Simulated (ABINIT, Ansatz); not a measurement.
# Quasiparticle gap of Na2LiScF6 (Fm-3m) in ABINIT, part 2 of 3

Wanted: ground state, empty states, screening and self-energy for Na2LiScF6 (Fm-3m).

ABINIT 10.8.3; PBEsol and many-body steps on it, plane waves. Known limits of the many-body steps: not at the basis limit; coarse k mesh.

So far. Step 2 (Ground state): The gap is direct, at Γ.

### Step 3. Bands along the symmetry lines

Level of this step: DFT, PBEsol, plane waves, norm-conserving pseudopotentials (ABINIT).

Levels along a band path, at the cheap level, show where the edges lie and whether the meshes to come will hold them.

Input file run.abi:

```
acell 3*1.0 Angstrom
rprim 
  0.000000000000 4.017450000000 4.017450000000
  4.017450000000 0.000000000000 4.017450000000
  4.017450000000 4.017450000000 -0.000000000000
ntypat 4
znucl 11 3 21 9
natom 10
typat 1 1 2 3 4 4 4 4 4 4
xred 
  0.250000000000 0.250000000000 0.250000000000
  0.750000000000 0.750000000000 0.750000000000
  0.500000000000 0.500000000000 0.500000000000
  0.000000000000 -0.000000000000 0.000000000000
  0.250423000000 0.250423000000 0.749577000000
  0.250423000000 0.749577000000 0.749577000000
  0.749577000000 0.749577000000 0.250423000000
  0.250423000000 0.749577000000 0.250423000000
  0.749577000000 0.250423000000 0.749577000000
  0.749577000000 0.250423000000 0.250423000000
pp_dirpath "pseudos"
pseudos "Na.upf, Li.upf, Sc.upf, F.upf"
ecut 38
iscf -2
irdden 1
kptopt 0
nkpt 26
kpt 
  0.00000000 0.00000000 0.00000000
  0.12500000 0.00000000 0.12500000
  0.25000000 0.00000000 0.25000000
  0.37500000 0.00000000 0.37500000
  0.50000000 0.00000000 0.50000000
  0.53125000 0.06250000 0.53125000
  0.56250000 0.12500000 0.56250000
  0.59375000 0.18750000 0.59375000
  0.62500000 0.25000000 0.62500000
  0.37500000 0.37500000 0.75000000
  0.28125000 0.28125000 0.56250000
  0.18750000 0.18750000 0.37500000
  0.09375000 0.09375000 0.18750000
  0.00000000 0.00000000 0.00000000
  0.12500000 0.12500000 0.12500000
  0.25000000 0.25000000 0.25000000
  0.37500000 0.37500000 0.37500000
  0.50000000 0.50000000 0.50000000
  0.50000000 0.43750000 0.56250000
  0.50000000 0.37500000 0.62500000
  0.50000000 0.31250000 0.68750000
  0.50000000 0.25000000 0.75000000
  0.50000000 0.18750000 0.68750000
  0.50000000 0.12500000 0.62500000
  0.50000000 0.06250000 0.56250000
  0.50000000 0.00000000 0.50000000
istwfk *1
nband 44
nbdbuf 2
tolwfr 1e-08
nstep 40
prtwf 0
prtvol 0
indata_prefix "in"
outdata_prefix "out"
tmpdata_prefix "tmp"
```

On the command line:

```sh
$ OMP_NUM_THREADS=1 mpirun -n 4 abinit run.abi > log
```

Numbers of over 12 decimals in the logs are rounded to 6 here.

The log of the run:

```text
.Version 10.8.3 of ABINIT. v10.8.2 released Aug 2026.

 Symmetries : space group Fm -3 m (#225); Bravais cF (face-center cubic)
[... echo of the input left out ...]
== DATASET  1 ==================================================================
-   mpi_nproc: 4, omp_nthreads: 1 (-1 if OMP is not activated)

--- !DatasetInfo
iteration_state: {dtset: 1, }
dimensions: {natom: 10, nkpt: 26, mband: 44, nsppol: 1, nspinor: 1, nspden: 1, mpw: 9841, }
cutoff_energies: {ecut:  38.0, pawecutdg:  -1.0, }
electrons: {nelect:   7.40000000E+01, charge:   0.00000000E+00, occopt:   1.00000000E+00, tsmear:   1.00000000E-02, }

 Real(R)+Recip(G) space primitive vectors, cartesian coordinates (Bohr,Bohr^-1):
 R(1)=  0.0000000  7.5918802  7.5918802  G(1)= -0.0658598  0.0658598  0.0658598
 R(2)=  7.5918802  0.0000000  7.5918802  G(2)=  0.0658598 -0.0658598  0.0658598
 R(3)=  7.5918802  7.5918802  0.0000000  G(3)=  0.0658598  0.0658598 -0.0658598
 Unit cell volume ucvol=  8.7514102E+02 bohr^3
 Angles (23,13,12)=  6.00000000E+01  6.00000000E+01  6.00000000E+01 degrees

 getcut: wavevector=  0.0000  0.0000  0.0000  ngfft=  60  60  60
         ecut(hartree)=     38.000   => boxcut(ratio)=   2.01386

--- Pseudopotential description ------------------------------------------------
- Na Generated using ONCVPSP code by D. R. Hamann
- 11.00000   9.00000  180301                  znucl, zion, pspdat
12 -116133 1 -1 2016                          pspcod,pspxc,lmax,lloc,mmax
     nproj     2     2     0
  pspatm : epsatm=    9.32918808
         --- l  ekb(1:nproj) -->
             0    2.657905   -0.678300
             1   -6.761319   -2.404728
 pspatm: atomic psp has been read  and splines computed

- Li Generated using ONCVPSP code by D. R. Hamann
-  3.00000   3.00000  180301                  znucl, zion, pspdat
12 -116133 1 -1 1944                          pspcod,pspxc,lmax,lloc,mmax
     nproj     2     2     0
  pspatm : epsatm=    2.60875052
         --- l  ekb(1:nproj) -->
             0   -4.855856   -1.482423
[...]
pspatm: atomic psp has been read  and splines computed

- Sc Generated using ONCVPSP code by D. R. Hamann
- 21.00000  11.00000  180301                  znucl, zion, pspdat
12 -116133 2 -1 1642                          pspcod,pspxc,lmax,lloc,mmax
     nproj     2     2     2
  pspatm : epsatm=   13.58981452
         --- l  ekb(1:nproj) -->
[...]
pspatm: atomic psp has been read  and splines computed

- F Generated using ONCVPSP code by D. R. Hamann
-  9.00000   7.00000  180301                  znucl, zion, pspdat
12 -116133 2 -1 832                           pspcod,pspxc,lmax,lloc,mmax
     nproj     2     2     1
  pspatm : epsatm=    4.89824381
         --- l  ekb(1:nproj) -->
[...]
2   -2.394754
 pspatm: atomic psp has been read  and splines computed

[...]
Non-SCF case, kpt   26 (  0.50000  0.00000  0.50000), residuals and eigenvalues=
[...]
-7.7234E-02 -6.7892E-02 -6.7892E-02 -6.6486E-02 -5.3342E-02 -5.3342E-02
 -3.8528E-02  2.1947E-01  2.2395E-01  2.2395E-01  2.7897E-01  2.8217E-01
  3.1399E-01  3.2701E-01

--- !ResultsGS
iteration_state: {dtset: 1, }
comment   : Summary of ground state results
lattice_vectors:
- [  0.0000000,   7.5918802,   7.5918802, ]
- [  7.5918802,   0.0000000,   7.5918802, ]
- [  7.5918802,   7.5918802,  -0.0000000, ]
lattice_lengths: [  10.73654,   10.73654,   10.73654, ]
lattice_angles: [ 60.000,  60.000,  60.000, ] # degrees, (23, 13, 12)
lattice_volume:   8.7514102E+02
convergence: {deltae:  0.000E+00, res2:  0.000E+00, residm:  9.909E-09, diffor:  0.000E+00, }
etotal    :  -2.94772587E+02
entropy   :   0.00000000E+00
fermie    :  -3.82040600E-02
cartesian_stress_tensor: null
pressure_GPa: null
xred      :
- [  2.5000E-01,   2.5000E-01,   2.5000E-01, Na]
- [  7.5000E-01,   7.5000E-01,   7.5000E-01, Na]
- [  5.0000E-01,   5.0000E-01,   5.0000E-01, Li]
- [  0.0000E+00,   0.0000E+00,   0.0000E+00, Sc]
- [  2.5042E-01,   2.5042E-01,   7.4958E-01,  F]
- [  2.5042E-01,   7.4958E-01,   7.4958E-01,  F]
- [  7.4958E-01,   7.4958E-01,   2.5042E-01,  F]
- [  2.5042E-01,   7.4958E-01,   2.5042E-01,  F]
- [  7.4958E-01,   2.5042E-01,   7.4958E-01,  F]
- [  7.4958E-01,   2.5042E-01,   2.5042E-01,  F]
cartesian_forces: null
force_length_stats: {min: null, max: null, mean: null, }

 Integrated electronic density in atomic spheres:
 ------------------------------------------------
 Atom  Sphere_radius  Integrated_density
[...]
================================================================================

 ----iterations are completed or convergence reached----

 Mean square residual over all n,k,spin=   57.653E-10; max=  99.089E-10
 reduced coordinates (array xred) for   10 atoms
[...]
0.749577000000      0.250423000000      0.749577000000
       0.749577000000      0.250423000000      0.250423000000

 cartesian coordinates (angstrom) at end:
[...]
length scales=  1.889726125908  1.889726125908  1.889726125908 bohr
              =  1.000000000000  1.000000000000  1.000000000000 angstroms
 prteigrs : about to open file out_EIG
 Eigenvalues (hartree) for nkpt=  26  k points:
 kpt#   1, nband= 44, wtk=  1.00000, kpt=  0.0000  0.0000  0.0000 (reduced coord)
[...]
kpt#   2, nband= 44, wtk=  1.00000, kpt=  0.1250  0.0000  0.1250 (reduced coord)
[...]
kpt#   3, nband= 44, wtk=  1.00000, kpt=  0.2500  0.0000  0.2500 (reduced coord)
[...]
kpt#  25, nband= 44, wtk=  1.00000, kpt=  0.5000  0.0625  0.5625 (reduced coord)
[...]
0.28013    0.28328    0.31381    0.32822
 kpt#  26, nband= 44, wtk=  1.00000, kpt=  0.5000  0.0000  0.5000 (reduced coord)
[...]
-0.09813   -0.09558   -0.08621   -0.08621   -0.08013   -0.07723   -0.07723   -0.06789
  -0.06789   -0.06649   -0.05334   -0.05334   -0.03853    0.21947    0.22395    0.22395
   0.27897    0.28217    0.31399    0.32701

== END DATASET(S) ==============================================================
================================================================================

 -outvars: echo values of variables after computation  --------
            nband          44
             nkpt          26
          spgroup         225
 [... the other variables as echoed above ...]

 Calculation completed.
```

The job ended after 98 s (4 MPI ranks of Arm Neoverse V2, shared host; peak memory 0.53 GiB; 6.5 min of CPU time).

This step gave:

```
gap                        : 6.027 eV
k of the valence top       : 0, 0, 0
k of the conduction bottom : 0, 0, 0
least direct gap           : 6.027 eV
```

The gap is 6.027 eV, as in the run before at this level.

The electronic bands at the labelled points (eV, zero at the top of the highest filled band):

```csv
point,band 34,band 35,band 36,band 37,band 38,band 39,band 40,band 41
Γ,-0.34,0.00,0.00,0.00,6.03,7.00,7.00,7.00
halfway,-0.42,-0.26,-0.26,0.00,6.90,7.00,7.06,7.06
X,-0.77,-0.41,-0.41,-0.01,7.01,7.13,7.13,8.63
halfway,-0.63,-0.49,-0.40,-0.04,7.02,7.13,7.13,8.69
U,-0.61,-0.47,-0.38,-0.12,7.04,7.10,7.12,8.88
jump to K,-0.61,-0.47,-0.38,-0.12,7.04,7.10,7.12,8.88
halfway,-0.35,-0.25,-0.19,-0.11,6.98,7.02,7.06,7.07
Γ,-0.34,0.00,0.00,0.00,6.03,7.00,7.00,7.00
halfway,-0.34,-0.15,-0.15,-0.09,6.69,7.02,7.04,7.04
L,-0.34,-0.31,-0.31,-0.27,7.01,7.08,7.08,8.18
halfway,-0.47,-0.39,-0.28,-0.26,7.04,7.07,7.10,8.51
W,-0.64,-0.62,-0.25,-0.25,7.07,7.07,7.13,9.02
halfway,-0.52,-0.48,-0.47,-0.07,7.03,7.11,7.13,8.76
X,-0.77,-0.41,-0.41,-0.01,7.01,7.13,7.13,8.63
```

### Step 4. Empty states on the mesh, 2×2×2 mesh, 271 bands

The sums over transitions need many empty states on a uniform mesh; this step solves for them.

Input file run.abi:

```
acell 3*1.0 Angstrom
rprim 
  0.000000000000 4.017450000000 4.017450000000
  4.017450000000 0.000000000000 4.017450000000
  4.017450000000 4.017450000000 -0.000000000000
ntypat 4
znucl 11 3 21 9
natom 10
typat 1 1 2 3 4 4 4 4 4 4
xred 
  0.250000000000 0.250000000000 0.250000000000
  0.750000000000 0.750000000000 0.750000000000
  0.500000000000 0.500000000000 0.500000000000
  0.000000000000 -0.000000000000 0.000000000000
  0.250423000000 0.250423000000 0.749577000000
  0.250423000000 0.749577000000 0.749577000000
  0.749577000000 0.749577000000 0.250423000000
  0.250423000000 0.749577000000 0.250423000000
  0.749577000000 0.250423000000 0.749577000000
  0.749577000000 0.250423000000 0.250423000000
pp_dirpath "pseudos"
pseudos "Na.upf, Li.upf, Sc.upf, F.upf"
ecut 38
ngkpt 2 2 2
nshiftk 1
shiftk 0 0 0
kptopt 1
chksymbreak 0
iscf -2
irdden 1
istwfk *1
nband 271
nbdbuf 24
tolwfr 1e-09
nstep 60
prtvol 0
indata_prefix "in"
outdata_prefix "out"
tmpdata_prefix "tmp"
```

The log of the run:

```text
.Version 10.8.3 of ABINIT. v10.8.2 released Aug 2026.

 Symmetries : space group Fm -3 m (#225); Bravais cF (face-center cubic)
[... echo of the input left out ...]
== DATASET  1 ==================================================================
-   mpi_nproc: 4, omp_nthreads: 1 (-1 if OMP is not activated)
-    --> not optimal distribution: autoparal keyword recommended in input file <--

--- !DatasetInfo
iteration_state: {dtset: 1, }
dimensions: {natom: 10, nkpt: 3, mband: 271, nsppol: 1, nspinor: 1, nspden: 1, mpw: 9841, }
cutoff_energies: {ecut:  38.0, pawecutdg:  -1.0, }
electrons: {nelect:   7.40000000E+01, charge:   0.00000000E+00, occopt:   1.00000000E+00, tsmear:   1.00000000E-02, }

 Real(R)+Recip(G) space primitive vectors, cartesian coordinates (Bohr,Bohr^-1):
 R(1)=  0.0000000  7.5918802  7.5918802  G(1)= -0.0658598  0.0658598  0.0658598
 R(2)=  7.5918802  0.0000000  7.5918802  G(2)=  0.0658598 -0.0658598  0.0658598
 R(3)=  7.5918802  7.5918802  0.0000000  G(3)=  0.0658598  0.0658598 -0.0658598
 Unit cell volume ucvol=  8.7514102E+02 bohr^3
 Angles (23,13,12)=  6.00000000E+01  6.00000000E+01  6.00000000E+01 degrees

 getcut: wavevector=  0.0000  0.0000  0.0000  ngfft=  60  60  60
         ecut(hartree)=     38.000   => boxcut(ratio)=   2.01386

--- Pseudopotential description ------------------------------------------------
- Na Generated using ONCVPSP code by D. R. Hamann
- 11.00000   9.00000  180301                  znucl, zion, pspdat
12 -116133 1 -1 2016                          pspcod,pspxc,lmax,lloc,mmax
     nproj     2     2     0
  pspatm : epsatm=    9.32918808
         --- l  ekb(1:nproj) -->
             0    2.657905   -0.678300
             1   -6.761319   -2.404728
 pspatm: atomic psp has been read  and splines computed

- Li Generated using ONCVPSP code by D. R. Hamann
-  3.00000   3.00000  180301                  znucl, zion, pspdat
12 -116133 1 -1 1944                          pspcod,pspxc,lmax,lloc,mmax
     nproj     2     2     0
  pspatm : epsatm=    2.60875052
         --- l  ekb(1:nproj) -->
             0   -4.855856   -1.482423
[...]
pspatm: atomic psp has been read  and splines computed

- Sc Generated using ONCVPSP code by D. R. Hamann
- 21.00000  11.00000  180301                  znucl, zion, pspdat
12 -116133 2 -1 1642                          pspcod,pspxc,lmax,lloc,mmax
     nproj     2     2     2
  pspatm : epsatm=   13.58981452
         --- l  ekb(1:nproj) -->
[...]
pspatm: atomic psp has been read  and splines computed

- F Generated using ONCVPSP code by D. R. Hamann
-  9.00000   7.00000  180301                  znucl, zion, pspdat
12 -116133 2 -1 832                           pspcod,pspxc,lmax,lloc,mmax
     nproj     2     2     1
  pspatm : epsatm=    4.89824381
         --- l  ekb(1:nproj) -->
[...]
2   -2.394754
[...]
-9.4265E-01 -7.8044E-01 -7.8044E-01 -7.8044E-01 -7.8017E-01 -7.8017E-01
 -7.8017E-01 -7.6327E-01 -7.4746E-01 -7.4746E-01 -7.3510E-01 -7.3510E-01
[...]
2.9274E+00  2.9340E+00  2.9340E+00  2.9343E+00  2.9370E+00  2.9370E+00
  2.9374E+00  2.9481E+00  2.9481E+00  2.9498E+00  2.9524E+00  2.9600E+00
  2.9627E+00
 prteigrs : prtvol=0 or 1, do not print more k-points.

--- !ResultsGS
iteration_state: {dtset: 1, }
comment   : Summary of ground state results
lattice_vectors:
- [  0.0000000,   7.5918802,   7.5918802, ]
- [  7.5918802,   0.0000000,   7.5918802, ]
- [  7.5918802,   7.5918802,  -0.0000000, ]
lattice_lengths: [  10.73654,   10.73654,   10.73654, ]
lattice_angles: [ 60.000,  60.000,  60.000, ] # degrees, (23, 13, 12)
lattice_volume:   8.7514102E+02
convergence: {deltae:  0.000E+00, res2:  0.000E+00, residm:  9.918E-10, diffor:  0.000E+00, }
etotal    :  -2.94772587E+02
entropy   :   0.00000000E+00
fermie    :  -3.82040600E-02
cartesian_stress_tensor: null
pressure_GPa: null
xred      :
- [  2.5000E-01,   2.5000E-01,   2.5000E-01, Na]
- [  7.5000E-01,   7.5000E-01,   7.5000E-01, Na]
- [  5.0000E-01,   5.0000E-01,   5.0000E-01, Li]
- [  0.0000E+00,   0.0000E+00,   0.0000E+00, Sc]
- [  2.5042E-01,   2.5042E-01,   7.4958E-01,  F]
- [  2.5042E-01,   7.4958E-01,   7.4958E-01,  F]
- [  7.4958E-01,   7.4958E-01,   2.5042E-01,  F]
- [  2.5042E-01,   7.4958E-01,   2.5042E-01,  F]
- [  7.4958E-01,   2.5042E-01,   7.4958E-01,  F]
- [  7.4958E-01,   2.5042E-01,   2.5042E-01,  F]
cartesian_forces: null
force_length_stats: {min: null, max: null, mean: null, }

 Integrated electronic density in atomic spheres:
 ------------------------------------------------
 Atom  Sphere_radius  Integrated_density
[...]
================================================================================

 ----iterations are completed or convergence reached----

 Mean square residual over all n,k,spin=   40.526E-11; max=  99.177E-11
 reduced coordinates (array xred) for   10 atoms
[...]
0.749577000000      0.250423000000      0.749577000000
       0.749577000000      0.250423000000      0.250423000000

 cartesian coordinates (angstrom) at end:
    1      2.008725     2.008725     2.008725
    2      6.026175     6.026175     6.026175
    3      4.017450     4.017450     4.017450
[...]
9      4.017450     6.022776     4.017450
   10      2.012124     4.017450     4.017450
 length scales=  1.889726125908  1.889726125908  1.889726125908 bohr
              =  1.000000000000  1.000000000000  1.000000000000 angstroms
 prteigrs : about to open file out_EIG
 Eigenvalues (hartree) for nkpt=   3  k points:
 kpt#   1, nband=271, wtk=  0.12500, kpt=  0.0000  0.0000  0.0000 (reduced coord)
[...]
2.86661    2.86661    2.86661    2.88313    2.88313    2.88313    2.91173    2.91174
   2.92733    2.92733    2.92736    2.93400    2.93401    2.93427    2.93704    2.93704
   2.93741    2.94812    2.94812    2.94978    2.95240    2.96000    2.96266
 prteigrs : prtvol=0 or 1, do not print more k-points.

== END DATASET(S) ==============================================================
================================================================================

 -outvars: echo values of variables after computation  --------
            nband         271
             nkpt           3
          spgroup         225
 [... the other variables as echoed above ...]

 Calculation completed.
```

The job ended after 2.3 min (4 MPI ranks; peak memory 0.5 GiB).

Numbers from this step:

| Quantity | Value |
| --- | --- |
| gap | 6.027 eV |
| k of the valence top | 0, 0, 0 |
| k of the conduction bottom | 0, 0, 0 |
| least direct gap | 6.027 eV |
| k points computed | 3 |
| lowest point of the top converged band, above the valence top | 77.3617 eV |

On this mesh the gap is 6.027 eV.

### Step 5. Screening, 2×2×2 mesh, 247 bands, screening to 176.9 eV

The RPA dielectric matrix is built and inverted for each q.

This step: RPA screening on PBEsol, plane waves, norm-conserving pseudopotentials.

run.abi, as its differences from that of step 4:

```diff
@@ -28,10 +28,11 @@
 chksymbreak 0
-iscf -2
-irdden 1
 istwfk *1
-nband 271
-nbdbuf 24
-tolwfr 1e-09
-nstep 60
-prtvol 0
+occopt 1
+irdwfk 1
+optdriver 3
+nband 247
+ecuteps 6.5
+inclvkb 2
+awtr 1
+symchi 1
 indata_prefix "in"
```

The log of the run:

```text
.Version 10.8.3 of ABINIT. v10.8.2 released Aug 2026.

 Symmetries : space group Fm -3 m (#225); Bravais cF (face-center cubic)
[... echo of the input left out ...]
== DATASET  1 ==================================================================
-   mpi_nproc: 4, omp_nthreads: 1 (-1 if OMP is not activated)

--- !DatasetInfo
iteration_state: {dtset: 1, }
dimensions: {natom: 10, nkpt: 3, mband: 247, nsppol: 1, nspinor: 1, nspden: 1, mpw: 9841, }
cutoff_energies: {ecut:  38.0, pawecutdg:  -1.0, }
electrons: {nelect:   7.40000000E+01, charge:   0.00000000E+00, occopt:   1.00000000E+00, tsmear:   1.00000000E-02, }

 SCREENING: Calculation of the susceptibility and dielectric matrices

 Based on a program developped by R.W. Godby, V. Olevano, G. Onida, and L. Reining.
 Incorporated in ABINIT by V. Olevano, G.-M. Rignanese, and M. Torrent.
.Using double precision arithmetic ; gwpc =  8

[... cell and pseudopotentials left out ...]
--------------------------------------------------------------------------------

 ==== K-mesh for the wavefunctions ====
 Number of points in the irreducible wedge :     3
[... list of points left out ...]
 Together with 48 symmetry operations and time-reversal symmetry
 yields     8 points in the full Brillouin Zone.

 ==== Q-mesh for the screening function ====
 Number of points in the irreducible wedge :     3
[... list of points left out ...]
 Together with 48 symmetry operations and time-reversal symmetry
 yields     8 points in the full Brillouin Zone.

 setmesh: FFT mesh size selected  =    45x   45x   45
          total number of points  =        91125

 vcoul_init : cutoff-mode = AUXILIARY_FUNCTION
 q-points for optical limit:   1
     1)      0.000010    0.000020    0.000030

- screening: taking advantage of time-reversal symmetry
- Maximum band index for partially occupied states nbvw = 37
- Remaining bands to be divided among processors   nbcw = 210
- Number of bands treated by each node ~52

 Number of electrons calculated from density =   74.0000; Expected =   74.0000
 average of density, n =  0.084558
 r_s =    1.4134
 omega_plasma =   28.0500 [eV]

 calculating chi0 at frequencies [eV] :
  1    0.000000E+00    0.000000E+00
  2    0.000000E+00    2.804997E+01

--------------------------------------------------------------------------------
  q-point number  1        q = ( 0.000000, 0.000000, 0.000000) [r.l.u.]
--------------------------------------------------------------------------------
[... chi0 elements left out ...]
 For q-point:  0.000010 0.000020 0.000030
  dielectric constant =   2.0427
  dielectric constant without local fields =   2.2317

  Average fulfillment of the sum rule on Im[epsilon] for q-point    1 :     54.92  [%]
[... wings left out ...]
  q-point number  2        q = ( 0.500000, 0.000000, 0.000000) [r.l.u.]
--------------------------------------------------------------------------------
[... chi0 elements left out ...]
  Average fulfillment of the sum rule on Im[epsilon] for q-point    2 :     59.22  [%]

 [... 1 further q-points ...]
```

Run time: 92 s. Hardware: 4 MPI ranks; peak memory 2.6 GiB.

Numbers from this step:

| Property | Result |
| --- | --- |
| ε∞ with local fields, on this mesh, along the program's q direction | 2.043 |
| the same without local fields | 2.232 |
| plasma frequency | 28.05 eV |
| plane waves in the screening matrix | 701 |

Local fields lower ε∞ by 8 %. On a Γ-centred mesh this coarse the value itself is usually too large, while a short band sum pulls it down.

(Part 2 of 3 ends here.)

[Paths, hosts, dates, memory and timing lines, banners, echoed tables and standing remarks are left out of the program output.]

[Logs are printed without paths, hosts, clocks, repeated set-up lines and the standing remarks that a program may print on its own settings, such as how far it seeks lower states.]

[Runs of the session that timed out or met a known fault of the program may be left out.]

[Hosts, paths, dates, database ids (printed as entryN), source tags and the programs' standing remarks are cut or masked in the printed files.]

[G0W0 gaps are taken among the corrected bands and points alone; a level outside them can change the order at an edge.]

[Where Ansatz stands beside ABINIT at settings called matched, ABINIT's density can come from a denser mesh and the files from another edition; pairs whose starting gaps differed by over 0.03 eV were left out, so agreement reads better than it is.]
